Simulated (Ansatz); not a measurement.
# TiH (Fm-3m): relaxing the cell for a phonon run

Wanted: the relaxed cell of TiH (Fm-3m).

Method: DFT LDA, scalar-relativistic, plane waves, PAW, in Ansatz 0.2.0.

This is a report of a sequence of runs, with most program output left out.

### Step 1. Starting point

Symmetry: Fm-3m, No. 225, cubic system. Conventional cell: a = 4.179 Å, b = 4.179 Å, c = 4.179 Å, α = 90.00°, β = 90.00°, γ = 90.00°. Nearest to Ti lie 6 H at 2.09 Å. Nearest to H lie 6 Ti at 2.09 Å. Farther neighbours are not listed.

### Step 2. Probe on a coarse mesh

First a cheap look: the gap decides the mesh and the occupations, the pressure tells how far the cell has to move.

The input, input.yaml:

```yaml
crystal:
  lattice:
    - [0.0, 2.08969722, 2.08969722]
    - [2.08969722, 0.0, 2.08969722]
    - [2.08969722, 2.08969722, 0.0]
  atoms:
    - { symbol: Ti, position: [0.0, 0.0, 0.0] }
    - { symbol: H, position: [0.5, 0.5, 0.5] }
kpoints:
  mp_grid: { grid: [8, 8, 8] }
hamiltonian:
  xc: lda
scf:
  occupations: { method: gaussian, width: 0.1 }
output:
  forces: true
  stress: true
  eigenvalues: true
```

The run is started by

```
ansatz run input.yaml --threads 4 --pin off --max-ram 7168MiB --backend cpu --events-out ev --progress --plain --runs-dir out
```

Run time: 0.26 s. Hardware: 4 threads of Arm Neoverse V2, shared host; peak memory 0.25 GiB.

Numbers from this step:

- pressure: -7.490 GPa
- volume per atom: 9.125 Å³
- gap on the k-mesh: 0 eV

The coarse mesh shows no gap and a pressure of -7.5 GPa.

### Step 3. Relaxation

The cell and atoms are relaxed, since residual forces and stress would shift the frequencies.

input.yaml, the sections that differ from step 2:

```yaml
kpoints:
  mp_grid: { grid: [16, 16, 16] }
output:
  forces: true
  stress: true
  eigenvalues: true
  write_density: true
  write_potential: true
  elf: true
  volumetric_format: npy
relax:
  adjacent_minimum: "off"
  f_tol: 0.005
  max_steps: 80
  cell: { stress_tol: 0.05 }
# crystal, hamiltonian, scf: as in step 2
```

The job ended after 3.5 s (4 threads; peak memory 0.32 GiB).

Relaxation path:

| step | energy less that of the first step (eV) | largest force component (eV/Å) | pressure (GPa) | volume (Å³) |
| --- | --- | --- | --- | --- |
| 1 | 0.0000 | 0.0000 | -7.97 | 18.25 |
| 2 | -0.0025 | 0.0000 | 9.27 | 16.40 |
| 3 | -0.0260 | 0.0000 | -0.63 | 17.34 |
| 4 | -0.0261 | 0.0000 | -0.04 | 17.28 |
| 5* | -0.0255 | 0.0000 | -0.08 | 17.28 |
| 6 | -0.0255 | 0.0000 | 0.00 | 17.27 |
| 7* | -0.0255 | 0.0000 | 0.00 | 17.27 |

Relaxation steps marked * repeat the geometry before them on a plane-wave basis chosen anew for their cell, so energy and pressure can jump there.

The run keeps the 48 symmetry operations that it works with, so distortions that break them were not tested.

| conventional cell, symmetrised | before | after | change |
| --- | --- | --- | --- |
| a (Å) | 4.179 | 4.103 | -1.8 % |
| b (Å) | 4.179 | 4.103 | -1.8 % |
| c (Å) | 4.179 | 4.103 | -1.8 % |
| volume (Å³/atom) | 9.13 | 8.64 | -5.4 % |

Final coordinates:

```xyz
2
Lattice="0.0000 2.0516 2.0516 2.0516 0.0000 2.0516 2.0516 2.0516 0.0000" Properties=species:S:1:pos:R:3 pbc="T T T"
Ti    0.0000    0.0000    0.0000
H     2.0516    2.0516    2.0516
```

Numbers from this step:

| Property | Result |
| --- | --- |
| pressure | -3.50e-5 GPa |
| volume per atom | 8.636 Å³ |

ELF in the ac plane of the conventional cell at fractional y = 0.000, with atoms of Ti and H within 0.2 Å of it. It is the smooth field of the valence electrons, not physical close to the nuclei.

Ten even steps from '0' (0.10) to '9' (0.99), each cell a mean:
```
14301799840142
45201577630144
11001111111011
00110000001100
54210233310134
98401543530168
99501410330179
98401421430179
76301444520157
11110111100111
00011000011000
33101345421023
35301689840154
03301799950141
```
Columns run along a (4.1 Å), rows up along c (4.1 Å), edges of the conventional cell, whose origin can differ from the input's. Atoms in or near the plane, at fractional coordinates: Ti at (0.00, 0.00), Ti at (0.50, 0.50), H at (0.50, 0.00), H at (0.00, 0.50).

Electrostatic potential energy in the ac plane of the conventional cell at fractional y = 0.000, with atoms of Ti and H within 0.2 Å of it. With pseudopotentials it is smooth inside the atoms' cores, unlike the true potential.

Values in eV, 14 rows by 14 columns, each cell a mean:
```
-25 -23 -14   2  11  10 -10 -18   2  12   8  -6 -19 -24
-21 -17  -6   7  13  13  10   8  12  13  11   2 -12 -19
 -8  -3   6  12  13  13  11  11  12  13  13  10   2  -6
  8  10  12  13  12   7   2   0   4  10  12  13  11   8
 11  12  13  12   6  -6 -14 -16 -11   0  10  13  13  12
 -4   8  12  10  -3 -17 -23 -24 -21 -11   4  12  12   2
-25  -4  11   8  -8 -21 -25 -25 -24 -16   0  11   8 -18
-18   2  12   8  -6 -19 -24 -25 -23 -14   2  11  10 -10
  8  12  13  11   2 -12 -19 -21 -17  -6   7  13  13  10
 11  12  13  13  10   2  -6  -8  -3   6  12  13  13  11
  0   4  10  12  13  11   8   8  10  12  13  12   7   2
-16 -11   0  10  13  13  12  11  12  13  12   6  -6 -14
-24 -21 -11   4  12  12   2  -4   8  12  10  -3 -17 -23
-25 -24 -16   0  11   8 -18 -25  -4  11   8  -8 -21 -25
```
Columns run along a (4.1 Å; values clipped at the 3rd and 97th percentile), rows up along c (4.1 Å), edges of the conventional cell, whose origin can differ from the input's. Atoms in or near the plane, at fractional coordinates: Ti at (0.00, 0.00), Ti at (0.50, 0.50), H at (0.50, 0.00), H at (0.00, 0.50).

Valence density in the ac plane of the conventional cell at fractional y = 0.000, with atoms of Ti and H within 0.2 Å of it. It is the smooth field of the valence electrons, not physical close to the nuclei.

Ten even steps from '_' (0.21 × 1e0 e/Å³) to '@' (9.95 × 1e0 e/Å³), each cell a mean:
```
@@**::__________________--%%
==::____________________..--
____________________________
____________________________
____________::::..__________
__________::**##==..________
..________==@@@@##::________
__________--%%@@**::________
__________..--==::__________
____________________________
____________________________
::..______________________::
##==..__________________::**
@@##::________..________==@@
```
Columns run along a (4.1 Å), rows up along c (4.1 Å), edges of the conventional cell, whose origin can differ from the input's. Atoms in or near the plane, at fractional coordinates: Ti at (0.00, 0.00), Ti at (0.50, 0.50), H at (0.50, 0.00), H at (0.00, 0.50).

In this step the volume went from 9.13 to 8.64 Å³/atom.

### Step 4. Tight relaxation

Phonons need a cell at rest on their own settings, so the relaxation is repeated with tight tolerances on forces and stress on the k mesh and occupations of the first response run.

input.yaml, the sections that differ from step 3:

```yaml
crystal:
  lattice:
    - [0.0, 2.0516461151, 2.0516461151]
    - [2.0516461151, 0.0, 2.0516461151]
    - [2.0516461151, 2.0516461151, 0.0]
  atoms:
    - { symbol: Ti, position: [0.0, 0.0, 0.0] }
    - { symbol: H, position: [0.5, 0.5, 0.5] }
scf:
  occupations: { method: methfessel_paxton, width: 0.15 }
relax:
  adjacent_minimum: "off"
  f_tol: 0.001
  max_steps: 60
  cell: { stress_tol: 0.01 }
# kpoints, hamiltonian, output: as in step 3
```

Wall time 1.8 s (4 threads); peak memory 0.32 GiB.

Little changed from the start: no atom moved by 0.005 Å and no cell edge by 0.1 %.

This step gave:

| Quantity | Value |
| --- | --- |
| pressure | 1.25e-4 GPa |
| volume per atom | 8.635 Å³ |

ELF in the ac plane of the conventional cell at fractional y = 0.000, with atoms of Ti and H within 0.2 Å of it. It is the smooth field of the valence electrons, not physical close to the nuclei.

Ten even steps from '0' (0.10) to '9' (0.99), each cell a mean:
```
14301799840142
45201577630144
11001111111011
00110000001100
54210233310134
98401543530168
99501410330179
98401421430179
76301444520157
11110111100111
00011000011000
33101345421023
35301689840154
03301799950141
```
Columns run along a (4.1 Å), rows up along c (4.1 Å), edges of the conventional cell, whose origin can differ from the input's. Atoms in or near the plane, at fractional coordinates: Ti at (0.00, 0.00), Ti at (0.50, 0.50), H at (0.50, 0.00), H at (0.00, 0.50).

Electrostatic potential energy in the ac plane of the conventional cell at fractional y = 0.000, with atoms of Ti and H within 0.2 Å of it. With pseudopotentials it is smooth inside the atoms' cores, unlike the true potential.

Ten even steps from '_' (-25 eV) to '@' (13 eV), each cell a mean:
```
____::##@@@@==..##@@%%++..__
..::++%%@@@@@@%%@@@@@@##--..
==++%%@@@@@@@@@@@@@@@@@@##++
%%@@@@@@@@%%##**##@@@@@@@@%%
@@@@@@@@%%++::::--**@@@@@@@@
++%%@@@@++::____..--##@@@@##
__++@@%%==..______::**@@%%..
..##@@%%++..______::##@@@@==
%%@@@@@@##--....::++%%@@@@@@
@@@@@@@@@@##++==++%%@@@@@@@@
**##@@@@@@@@%%%%@@@@@@@@%%##
::--**@@@@@@@@@@@@@@@@%%++::
__..--##@@@@##++%%@@@@++::__
____::**@@%%..__++@@%%==..__
```
Columns run along a (4.1 Å; values clipped at the 3rd and 97th percentile), rows up along c (4.1 Å), edges of the conventional cell, whose origin can differ from the input's. Atoms in or near the plane, at fractional coordinates: Ti at (0.00, 0.00), Ti at (0.50, 0.50), H at (0.50, 0.00), H at (0.00, 0.50).

Valence density in the ac plane of the conventional cell at fractional y = 0.000, with atoms of Ti and H within 0.2 Å of it. It is the smooth field of the valence electrons, not physical close to the nuclei.

Ten even steps from '_' (0.21 × 1e0 e/Å³) to '@' (9.95 × 1e0 e/Å³), each cell a mean:
```
@@**::__________________--%%
==::____________________..--
____________________________
____________________________
____________::::..__________
__________::**##==..________
..________==@@@@##::________
__________--%%@@**::________
__________..--==::__________
____________________________
____________________________
::..______________________::
##==..__________________::**
@@##::________..________==@@
```
Columns run along a (4.1 Å), rows up along c (4.1 Å), edges of the conventional cell, whose origin can differ from the input's. Atoms in or near the plane, at fractional coordinates: Ti at (0.00, 0.00), Ti at (0.50, 0.50), H at (0.50, 0.00), H at (0.00, 0.50).

The forces vanish by symmetry and the pressure is 0.000 GPa, within the tolerances set. The cell now holds 8.63 Å³/atom.

### Step 5. Outcome

```yaml
space_group_after_relaxation_within_0p01_a: Fm-3m
lattice_constant_a: 4.103 Å
lattice_constant_b: 4.103 Å
lattice_constant_c: 4.103 Å
volume_per_atom: 8.63 Å³
```

What this shows: The forces vanish by symmetry and the pressure is 0.000 GPa, within the tolerances set. The cell now holds 8.63 Å³/atom. The relaxation keeps the symmetry of its start, so it says nothing on stability against lower symmetry. The runs are without spin polarisation, although the cell has an odd electron count.

[Logs are printed without paths, hosts, clocks, repeated set-up lines and the standing remarks that a program may print on its own settings, such as how far it seeks lower states.]

[Hosts, paths, dates, database ids (printed as entryN), source tags and the programs' standing remarks are cut or masked in the printed files.]
